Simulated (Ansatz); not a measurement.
# Amorphous Si (132 atoms): geometry optimisation

Wanted: the relaxed structure of amorphous Si (132 atoms) and its electronic structure.

Calculated with Ansatz 0.2.0; Kohn-Sham DFT, PBE, PAW (set soft_2), plane waves.

Measured values to set the calculation against. Si-Si coordination number quoted from the high-resolution X-ray diffraction study of Laaziri et al (as quoted in “Relationship between diffraction peak, network topology, and amorphous-forming ability in silicon and silica”, 2021, PMC8590056): number of Si about Si 3.9.

### 1. Starting point

The cell holds 132 atoms: 132 Si. Its edges and angles: a = 13.966 Å, b = 13.966 Å, c = 13.966 Å, α = 90.0°, β = 90.0°, γ = 90.0°. 132 atoms (132 Si) placed at random at 2.26 g/cm³, melted at 2500 K for 20 ps at fixed volume with the modified Tersoff potential (Kumagai, Izumi, Hara and Sakai, Comput. Mater. Sci. 39, 457 (2007)). Quenched from 2500 K to 300 K at 20 K/ps and fixed volume, held 5 ps. The starting density is a measured one.

Before any run, some limits are plain. The quench rate of 20 K/ps is many orders above laboratory rates, so the cell is likely richer in defects and strain than a real sample. The network of bonds at the start is that of the classical potential that made the cell. The Brillouin zone is sampled at Γ only, in a cell whose shortest periodic width is 14 Å.

### 2. Single point at the start

A single point comes first, to see the forces before anything moves.

The input, input.yaml:

```yaml
crystal:
  lattice:
    - [13.9657, 0.0, 0.0]
    - [0.0, 13.9657, 0.0]
    - [0.0, 0.0, 13.9657]
  atoms:
    - { symbol: Si, position: [0.10027, 0.18563, 0.34602] }
    - { symbol: Si, position: [0.10183, 0.00131, 0.80799] }
    - { symbol: Si, position: [0.18934, 0.13949, 0.12572] }
    - { symbol: Si, position: [0.22392, 0.30982, 0.13403] }
    - { symbol: Si, position: [0.63759, 0.77422, 0.16738] }
    - { symbol: Si, position: [0.70201, 0.07499, 0.07649] }
    - { symbol: Si, position: [0.79285, 0.83523, 0.208] }
    - { symbol: Si, position: [0.71664, 0.80622, 0.77277] }
    - { symbol: Si, position: [0.90517, 0.71504, 0.90413] }
    - { symbol: Si, position: [0.84672, 0.15491, 0.67917] }
    - { symbol: Si, position: [0.70536, 0.08808, 0.90211] }
    - { symbol: Si, position: [0.2578, 0.14578, 0.59168] }
    - { symbol: Si, position: [0.3517, 0.61308, 0.59642] }
    - { symbol: Si, position: [0.97591, 0.47501, 0.83446] }
    - { symbol: Si, position: [0.60333, 0.50805, 0.13682] }
    - { symbol: Si, position: [0.9836, 0.99255, 0.50279] }
    - { symbol: Si, position: [0.24551, 0.15188, 0.93453] }
    - { symbol: Si, position: [0.4449, 0.19723, 0.40643] }
    - { symbol: Si, position: [0.37652, 0.89543, 0.60937] }
    - { symbol: Si, position: [0.02977, 0.84031, 0.20432] }
    - { symbol: Si, position: [0.26606, 0.31321, 0.56694] }
    - { symbol: Si, position: [0.92016, 0.71641, 0.54814] }
    - { symbol: Si, position: [0.05936, 0.74881, 0.84086] }
    - { symbol: Si, position: [0.95944, 0.11263, 0.04186] }
    - { symbol: Si, position: [0.1647, 0.793, 0.95782] }
    - { symbol: Si, position: [0.8427, 0.9948, 0.10433] }
    - { symbol: Si, position: [0.99706, 0.2594, 0.48756] }
    - { symbol: Si, position: [0.22905, 0.64877, 0.01989] }
    - { symbol: Si, position: [0.44811, 0.92894, 0.45151] }
    - { symbol: Si, position: [0.96428, 0.86185, 0.61484] }
    - { symbol: Si, position: [0.99658, 0.13523, 0.59885] }
    - { symbol: Si, position: [0.91115, 0.24791, 0.95304] }
    [... 94 atom lines left out ...]
    - { symbol: Si, position: [0.23578, 0.53527, 0.70118] }
    - { symbol: Si, position: [0.51317, 0.86394, 0.22531] }
    - { symbol: Si, position: [0.08858, 0.39281, 0.07175] }
    - { symbol: Si, position: [0.63748, 0.01561, 0.76756] }
    - { symbol: Si, position: [0.85621, 0.13524, 0.84292] }
    - { symbol: Si, position: [0.26984, 0.36982, 0.72658] }
kpoints:
  mp_grid: { grid: [1, 1, 1] }
hamiltonian:
  xc: pbe
scf:
  occupations: { method: gaussian, width: 0.025 }
output:
  forces: true
  stress: true
  populations: intrinsic
  dos:
    method: { smearing: { sigma: 0.15 } }
    de: 0.1
    projected: { site_lists: { Si: [Si] } }
  eigenvalues: true
```

Command:

```bash
$ ansatz run input.yaml --threads 4 --pin off --max-ram 8192MiB --backend cpu --events-out ev --progress --plain --runs-dir out
```

Numbers of over 12 decimals in the logs are rounded to 6 here.

The program printed:

```text
Engine: ansatz 0.2.0, x86_64-unknown-linux-gnu
Pseudopotentials: kind: paw
Pseudopotential: Si, paw, valence charge 4, recommended cutoff 420 eV (normal), Si.paw.azcp
[... 5 lines on functional and potentials left out ...]
Crystal: 132 atoms, lattice volume = 2723.881 Å³
Basis set: ecut = 420 eV, 52971 PW (Γ), exchange–correlation on 192×192×192 points (8 copies of the dense FFT grid, shifted against one another)
Bands: 396, of which v1, the nominal top of the filled ones, is band 264 counted from 1 (263 counted from 0)
Symmetry: 1 space group operations
Space group: P1 (ITA 1), of the structure as read, at distance tolerance 1.4e-4 Å
k-points: 1
[... 3 lines on functional and potentials left out ...]
Initial density: superposition of atomic densities (neutral atoms: chi_scale 0, normalization atom), corrected by the library's trained network
Initial wavefunctions: pseudopotential atomic-orbital guess
Functional: x = pbe(κ = 0.804, μ = 0.219515), c = pbe(β = 0.066725)
SCF iter   1: F=—  HF=-83892.936870 eV  |F-HF|=—  |Δ(HF+E_count)|=         —  Δρ=3.51e-3  dr2=1.17e0  ethr=1.77e-3  ⟨swp⟩=6.0  Hψ=1840  notcnv=0  defer=62
preconditioner: auto → Resta (q_TF=auto, 2.076 Å⁻¹)  ε∞=5.7  [insulator: Δε(μ)=0.109 eV  Ē_g=7.518 eV  σ=0.025 eV  W_gap=1.00  n_scr=436 (ndim 8)  ℏωp=16.3 eV  f_vac=0.001  D(μ)=0.76/eV (n_scr^D=0)  ε∞_Penn≈5.7]
SCF iter   2: F=—  HF=-83892.811321 eV  |F-HF|=—  |Δ(HF+E_count)|=   1.26e-1  Δρ=1.87e-3  dr2=2.16e-1  ethr=2.21e-4  ⟨swp⟩=2.0  Hψ=457  notcnv=0  defer=100
SCF iter   3: F=—  HF=-83892.786554 eV  |F-HF|=—  |Δ(HF+E_count)|=   2.48e-2  Δρ=3.93e-4  dr2=8.95e-3  ethr=4.09e-5  ⟨swp⟩=2.0  Hψ=417  notcnv=0  defer=121
SCF iter   4: F=—  HF=-83892.788533 eV  |F-HF|=—  |Δ(HF+E_count)|=   1.98e-3  Δρ=1.44e-4  dr2=2.02e-3  ethr=1.70e-6  ⟨swp⟩=3.0  Hψ=613  notcnv=0  defer=121
SCF iter   5: F=—  HF=-83892.789031 eV  |F-HF|=—  |Δ(HF+E_count)|=   4.97e-4  Δρ=4.83e-5  dr2=2.33e-4  ethr=3.82e-7  ⟨swp⟩=3.0  Hψ=494  notcnv=0  defer=121
SCF iter   6: F=—  HF=-83892.789139 eV  |F-HF|=—  |Δ(HF+E_count)|=   1.08e-4  Δρ=1.74e-5  dr2=3.68e-5  ethr=4.42e-8  ⟨swp⟩=2.0  Hψ=420  notcnv=0  defer=121
SCF iter   7: F=—  HF=-83892.789727 eV  |F-HF|=—  |Δ(HF+E_count)|=   5.88e-4  Δρ=1.07e-5  dr2=1.81e-5  ethr=6.96e-9  ⟨swp⟩=2.0  Hψ=574  notcnv=0  defer=121
SCF iter   8: F=—  HF=-83892.789729 eV  |F-HF|=—  |Δ(HF+E_count)|=   1.99e-6  Δρ=3.00e-6  dr2=9.24e-7  ethr=3.42e-9  ⟨swp⟩=2.0  Hψ=302  notcnv=0  defer=121
SCF iter   9: F=—  HF=-83892.789730 eV  |F-HF|=—  |Δ(HF+E_count)|=   6.50e-7  Δρ=1.13e-6  dr2=1.62e-7  ethr=1.75e-10  ⟨swp⟩=2.0  Hψ=421  notcnv=0  defer=121
SCF iter  10: F=-83892.789730 eV  HF=-83892.789730 eV  |F-HF|=6.11e-10  |Δ(HF+E_count)|=   8.40e-8  Δρ=4.05e-7  dr2=1.97e-8  ethr=1.89e-11  ⟨swp⟩=17.0  Hψ=2382  notcnv=0
SCF 1 converged in 10 iterations: F = -83892.789730 eV  dr2 = 1.97e-8
  greatest PAW one-centre occupation: 0.665 electrons in one spin orbital (limit 2), on the Si atom at site 45 (counted from 0), in its partial waves of l = 0
SCF converged after 10 iterations
Free energy (F): -83892.789730 eV
Harris-Foulkes:  -83892.789730 eV  (|F-HF|=6.11e-10)
Internal energy: -83892.786706 eV  (E = F + TS)
E sigma→0 (E₀):  -83892.788218 eV
Entropy (-TS):   -0.003024 eV (-0.023 meV/atom)
Fermi energy:    6.226369 eV
--- Per-component energies (eV) ---
  E_band       = 498.890125
  E_kinetic    = 5263.076087
  E_local      = -4535.396765  (includes V_loc(G=0)·N_el)
  E_nonlocal   = 3405.328518
  E_hartree    = 1405.072873
  E_xc         = -7258.362569
  E_vxc        = -6134.447731  (∫ρ·V_xc dr)
  E_paw        = -67668.491617  (= ΣΔE_a)
  E_vpaw       = -309.816037  (= ΣTr[D̂ρ^β])
  E_aug_tail   = 0.000833  (compensation charges beyond the density's cutoff)
  E_ewald      = -14504.014066
  E_smearing   = -0.003024  (= −TS)
  E_closure    = 0.000000  (closes the sum)
  Σ components = -83892.789730   (vs F -83892.789730, Δ=0.00e0)
--- Forces (eV/Å), atoms counted from 1 ---
  atom   1  Si     0.46903248    -0.09980138     0.54348323
  atom   2  Si     0.48886902    -0.19616448    -0.46090508
  atom   3  Si    -0.34544670     0.79595472    -0.00419649
  atom   4  Si     0.32946433    -0.26651915     0.18463349
  atom   5  Si     0.60803683    -0.38974109     0.11314902
  atom   6  Si    -0.91013641     0.25883746     0.63252646
  atom   7  Si    -0.58976369    -0.17219897     0.22826999
  atom   8  Si    -0.06696079     0.87726988     0.22652306
  atom   9  Si    -0.11641258    -0.15592127     0.64656822
  atom  10  Si    -0.22472048    -0.08738767    -0.59390106
  atom  11  Si     0.19376189     0.45514179    -0.06755118
  atom  12  Si    -0.67603116    -0.55089308     0.26123260
  atom  13  Si    -0.60471143     0.10678260    -0.57016445
  atom  14  Si    -0.03838437    -0.51870067     0.09178577
[...]
atom 131  Si     0.09149313    -0.41765339     0.38906625
  atom 132  Si     0.55044448     0.16038368     0.64274770
  max |Σ_I F_I| component: 2.07e-5 eV/Å
--- Stress (GPa, compression-positive) ---
       -0.356019       0.618773       0.083311
        0.618773      -0.313317       0.894137
        0.083311       0.894137      -0.671109
  P = ⅓ Tr σ = -0.4468 GPa (-4.468 kbar)
--- Band table (eV) ---
  k-point 0: bands = ["-6.1726", "-5.6638", "-5.6332", "-5.5868", [... 380 levels ...], "9.8068", "9.8342", "9.8606", "9.8955", "9.9066", "9.9259", "9.9610", "9.9725", "9.9929", "10.0143", "10.0204", "10.0491"]
--- intrinsic populations: 132 sites ---
  site symbol       q [e]
     0     Si      4.0106
     1     Si      4.0134
     2     Si      3.9731
[...]
131     Si      4.0029
  spilling = 0.000000 (of n_electrons = 528.000000)
```

It took 35 s on 4 threads of Intel Xeon Platinum 8488C (Sapphire Rapids), shared host; peak memory 3.2 GiB; 2.1 min of CPU time.

The run gave:

- free energy: -83892.7897 eV
- free energy per atom: -635.5514 eV/atom
- SCF cycles: 10
- pressure: -0.4468 GPa
- r.m.s. force component: 0.4785 eV/Å
- longest force: 2.207 eV/Å
- Fermi energy: 6.226 eV
- spacing of highest filled and lowest empty level: 0.0747 eV

The r.m.s. force component of 0.48 eV/Å and the pressure of -0.45 GPa set the starting point.

Neighbours are counted within 2.93 Å (Si-Si).

Length of the force by element and coordination:

```tsv
element	coordination	atoms	mean length of the force (eV/Å)	spread	least	most
Si	all	132	0.754	0.344	0.105	2.21
Si	4	114	0.761	0.354	0.105	2.21
Si	5	18	0.710	0.275	0.219	1.23
```

### 3. Relaxation

The atoms are relaxed in the fixed cell, aiming at the force tolerance of the input.

input.yaml, the sections that differ from step 2:

```yaml
output:
  forces: true
relax:
  f_tol: 0.05
  max_steps: 191
# crystal, kpoints, hamiltonian, scf: as in step 2
```

The program printed:

```text
[...]
Crystal: 132 atoms, lattice volume = 2723.881 Å³
Basis set: ecut = 420 eV, 52971 PW (Γ), exchange–correlation on 192×192×192 points (8 copies of the dense FFT grid, shifted against one another)
Bands: 396, of which v1, the nominal top of the filled ones, is band 264 counted from 1 (263 counted from 0)
Symmetry: 1 space group operations
[...]
k-points: 1
[...]
SCF iter   1: F=—  HF=-83892.936871 eV  |F-HF|=—  |Δ(HF+E_count)|=         —  Δρ=3.51e-3  dr2=1.17e0  ethr=1.77e-3  ⟨swp⟩=6.0  Hψ=1840  notcnv=0  defer=62
[...]
SCF iter   7: F=-83892.789716 eV  HF=-83892.789727 eV  |F-HF|=1.17e-5  |Δ(HF+E_count)|=   1.94e-5  Δρ=1.04e-5  dr2=1.77e-5  ethr=6.89e-9  ⟨swp⟩=4.0  Hψ=929  notcnv=0
SCF 1 converged in 7 iterations: F = -83892.789716 eV  dr2 = 1.77e-5
[...]
relax step   1: F+E_penalty+E_count = -83892.78971552 eV  Δ(F+E_penalty+E_count) = +0.000e0 eV  max|allowed force component| = 2.204e0 eV/Å  Δτ_max = 0.0000 Å  (7 SCF iters, dr2 threshold 6.25e-5 eV, accepted)
[...]
relax step   2: F+E_penalty+E_count = -83896.80924597 eV  Δ(F+E_penalty+E_count) = -4.020e0 eV  max|allowed force component| = 7.781e-1 eV/Å  Δτ_max = 0.1947 Å  (6 SCF iters, dr2 threshold 1.00e-4 eV, accepted)
[...]
relax step   3: F+E_penalty+E_count = -83898.15530312 eV  Δ(F+E_penalty+E_count) = -1.346e0 eV  max|allowed force component| = 4.933e-1 eV/Å  Δτ_max = 0.1946 Å  (6 SCF iters, dr2 threshold 3.78e-5 eV, accepted)
relax step   4: F+E_penalty+E_count = -83898.62558931 eV  Δ(F+E_penalty+E_count) = -4.703e-1 eV  max|allowed force component| = 3.897e-1 eV/Å  Δτ_max = 0.2000 Å  (6 SCF iters, dr2 threshold 3.03e-5 eV, accepted)
relax step   5: F+E_penalty+E_count = -83898.90360141 eV  Δ(F+E_penalty+E_count) = -2.780e-1 eV  max|allowed force component| = 3.160e-1 eV/Å  Δτ_max = 0.1952 Å  (6 SCF iters, dr2 threshold 6.10e-5 eV, accepted)
relax step   6: F+E_penalty+E_count = -83899.09017752 eV  Δ(F+E_penalty+E_count) = -1.866e-1 eV  max|allowed force component| = 2.732e-1 eV/Å  Δτ_max = 0.2000 Å  (6 SCF iters, dr2 threshold 6.23e-5 eV, accepted)
relax step   7: F+E_penalty+E_count = -83899.20523351 eV  Δ(F+E_penalty+E_count) = -1.151e-1 eV  max|allowed force component| = 2.178e-1 eV/Å  Δτ_max = 0.1949 Å  (6 SCF iters, dr2 threshold 4.91e-5 eV, accepted)
relax step   8: F+E_penalty+E_count = -83899.29328458 eV  Δ(F+E_penalty+E_count) = -8.805e-2 eV  max|allowed force component| = 2.041e-1 eV/Å  Δτ_max = 0.1952 Å  (6 SCF iters, dr2 threshold 3.02e-5 eV, accepted)
relax step   9: F+E_penalty+E_count = -83899.35692728 eV  Δ(F+E_penalty+E_count) = -6.364e-2 eV  max|allowed force component| = 1.540e-1 eV/Å  Δτ_max = 0.1539 Å  (6 SCF iters, dr2 threshold 2.65e-5 eV, accepted)
relax step  10: F+E_penalty+E_count = -83899.38103169 eV  Δ(F+E_penalty+E_count) = -2.410e-2 eV  max|allowed force component| = 6.308e-2 eV/Å  Δτ_max = 0.0463 Å  (6 SCF iters, dr2 threshold 1.35e-5 eV, accepted)
relax step  11: F+E_penalty+E_count = -83899.38709269 eV  Δ(F+E_penalty+E_count) = -6.061e-3 eV  max|allowed force component| = 5.097e-2 eV/Å  Δτ_max = 0.0325 Å  (6 SCF iters, accepted)
[...]
relax step  12: F+E_penalty+E_count = -83899.38871459 eV  Δ(F+E_penalty+E_count) = -1.622e-3 eV  max|allowed force component| = 1.456e-2 eV/Å  Δτ_max = 0.0174 Å  (6 SCF iters, accepted)
SCF converged after 6 iterations
Free energy (F): -83899.388715 eV
[...]
Internal energy: -83899.388710 eV  (E = F + TS)
E sigma→0 (E₀):  -83899.388712 eV
Entropy (-TS):   -0.000004 eV (-0.000 meV/atom)
Fermi energy:    6.261568 eV
[...]
--- Forces (eV/Å), atoms counted from 1 ---
  atom   1  Si     0.00258365    -0.00572822    -0.00404456
  atom   2  Si     0.00126752     0.00152822     0.00117115
  atom   3  Si     0.00043288    -0.00152293     0.00078293
  atom   4  Si     0.00231255    -0.00251577    -0.00199345
  atom   5  Si    -0.00003623     0.00026797     0.00288025
  atom   6  Si     0.00260322    -0.00105962    -0.00237333
  atom   7  Si     0.00274802     0.00202606    -0.00189572
  atom   8  Si     0.00568136    -0.01456286     0.00369477
  atom   9  Si     0.00026067    -0.00206934    -0.00298281
  atom  10  Si     0.00223955     0.00048338     0.00033025
  atom  11  Si    -0.00035295    -0.00591600    -0.00049098
  atom  12  Si    -0.00187113    -0.00219820    -0.00013208
  atom  13  Si    -0.00262944    -0.00128300    -0.00240418
  atom  14  Si     0.00346870    -0.00142413    -0.00135022
[...]
atom 131  Si     0.00114478     0.00265022     0.00123565
  atom 132  Si     0.00185694     0.00244514     0.00481987
  max |Σ_I F_I| component: 1.41e-5 eV/Å
--- Relaxed structure (12 steps of the walk, 12 accepted, 0 SCFs on fresh bases) ---
  F+E_penalty+E_count = -83899.38871459 eV   max|allowed force component| = 1.456e-2 eV/Å
  atoms:
    - { symbol: Si, position: [0.103124, 0.186534, 0.365392] }
    - { symbol: Si, position: [0.102743, -0.00166916, 0.792252] }
    - { symbol: Si, position: [0.174478, 0.142943, 0.144304] }
    - { symbol: Si, position: [0.225390, 0.303094, 0.136368] }
[...]
- { symbol: Si, position: [0.280519, 0.372513, 0.716480] }
```

It took 2.5 min on 4 threads; peak memory 3.1 GiB; 9.6 min of CPU time.

The steps of the relaxation:

```tsv
step	energy less that of the first step (eV)	largest force component (eV/Å)
1	0.0000	2.2036
2	-4.0195	0.7781
3	-5.3656	0.4933
4	-5.8359	0.3897
5	-6.1139	0.3160
6	-6.3005	0.2732
7	-6.4155	0.2178
8	-6.5036	0.2041
9	-6.5672	0.1540
10	-6.5913	0.0631
11	-6.5974	0.0510
12	-6.5990	0.0146
```

The atoms that moved most (Å):

```tsv
atom	dx	dy	dz	length
Si8	-0.493	0.721	-0.150	0.887
Si89	0.410	0.480	0.190	0.659
Si20	0.114	0.515	-0.232	0.576
Si91	0.402	-0.116	-0.257	0.491
Si7	0.070	-0.273	-0.365	0.461
Si99	-0.406	0.121	0.101	0.435
Si46	0.392	-0.106	-0.114	0.421
Si92	0.262	0.286	-0.149	0.415
```

The relaxation changed the energy by -50.0 meV/atom, and atoms moved by 0.23 Å r.m.s., 0.89 Å at most.

### 4. Local order after relaxation

Bonds before and after, by the cutoffs listed below:

```tsv
pair	bonds before	bonds after	mean before (Å)	mean after (Å)	spread before (Å)	spread after (Å)
Si-Si	269	265	2.399	2.386	0.076	0.052
```

Density 2.26 g/cm³, 20.64 Å³ an atom.

Pair distribution function in bins of 0.2 Å:

```tsv
r (Å)	total
2.20	0.14
2.40	5.49
2.60	0.17
2.80	0.03
3.00	0.08
3.20	0.27
3.40	0.55
3.60	1.44
3.80	2.06
4.00	1.92
4.20	1.17
4.40	0.84
4.60	0.74
4.80	0.70
5.00	0.81
5.20	0.77
5.40	0.98
5.60	1.10
5.80	1.25
6.00	1.17
6.20	0.89
6.40	0.84
6.60	0.81
6.80	0.97
```

Bonds by pair of elements; cutoffs follow the first minimum of g(r), held within bounds set by covalent radii, and pairs that aren't listed don't count as bonded:

```tsv
pair A-B	cutoff (Å)	bonds	mean length (Å)	spread (Å)	shortest (Å)	B about A	A about B
Si-Si	2.73	265	2.39	0.052	2.28	4.01	4.01
```

How many atoms have how many bonded neighbours:

```tsv
element	mean	2	4	5
Si	4.01	1	127	4
```

Bond angles, per cent of each kind in bins of 5°:

```tsv
angle (°)	Si-Si-Si
70–75	0.2
75–80	0.7
80–85	1.6
85–90	3.6
90–95	4.0
95–100	10.7
100–105	17.7
105–110	18.4
110–115	15.9
115–120	10.8
120–125	6.5
125–130	4.5
130–135	2.2
135–140	1.7
140–145	0.5
145–150	0.4
150–155	0.2
155–160	0.0
160–165	0.0
165–170	0.1
```

Bond angles (no mean is given where the spread exceeds 20°):

```tsv
angle	count	mean (°)	spread (°)
Si-Si-Si	803	109	12.4
```

Bond length by coordination (bonds to H left out):

```tsv
element	coordination	atoms	mean bond length (Å)
Si	2	1	2.38
Si	4	127	2.38
Si	5	4	2.45
```

Rings of the network by King's shortest-path rule, up to 12 atoms, one path for each pair of neighbours; H, halogens, alkali and alkaline-earth atoms are left out, and the last column divides by all other atoms, bonded or not:

```tsv
ring size (atoms)	rings	per network atom
4	6	0.045
5	66	0.5
6	95	0.72
7	54	0.409
8	8	0.061
9	1	0.008
```

The first maximum of g(r) stands at about 2.4 Å. By these cutoffs 96 % of Si atoms have 4 bonded neighbours. The Si-Si-Si angle averages 109° with a spread of 12°. Bonds at Si atoms with 4 neighbours average 2.38 Å, against 2.45 Å at those with 5. Rings of 6 atoms are the most common (41 % of those counted); sizes run from 4 to 9.

(Continued in part 2 of 2.)

[Logs are printed without paths, hosts, clocks, repeated set-up lines and the standing remarks that a program may print on its own settings, such as how far it seeks lower states.]

[Hosts, paths, dates, database ids (printed as entryN), source tags and the programs' standing remarks are cut or masked in the printed files.]
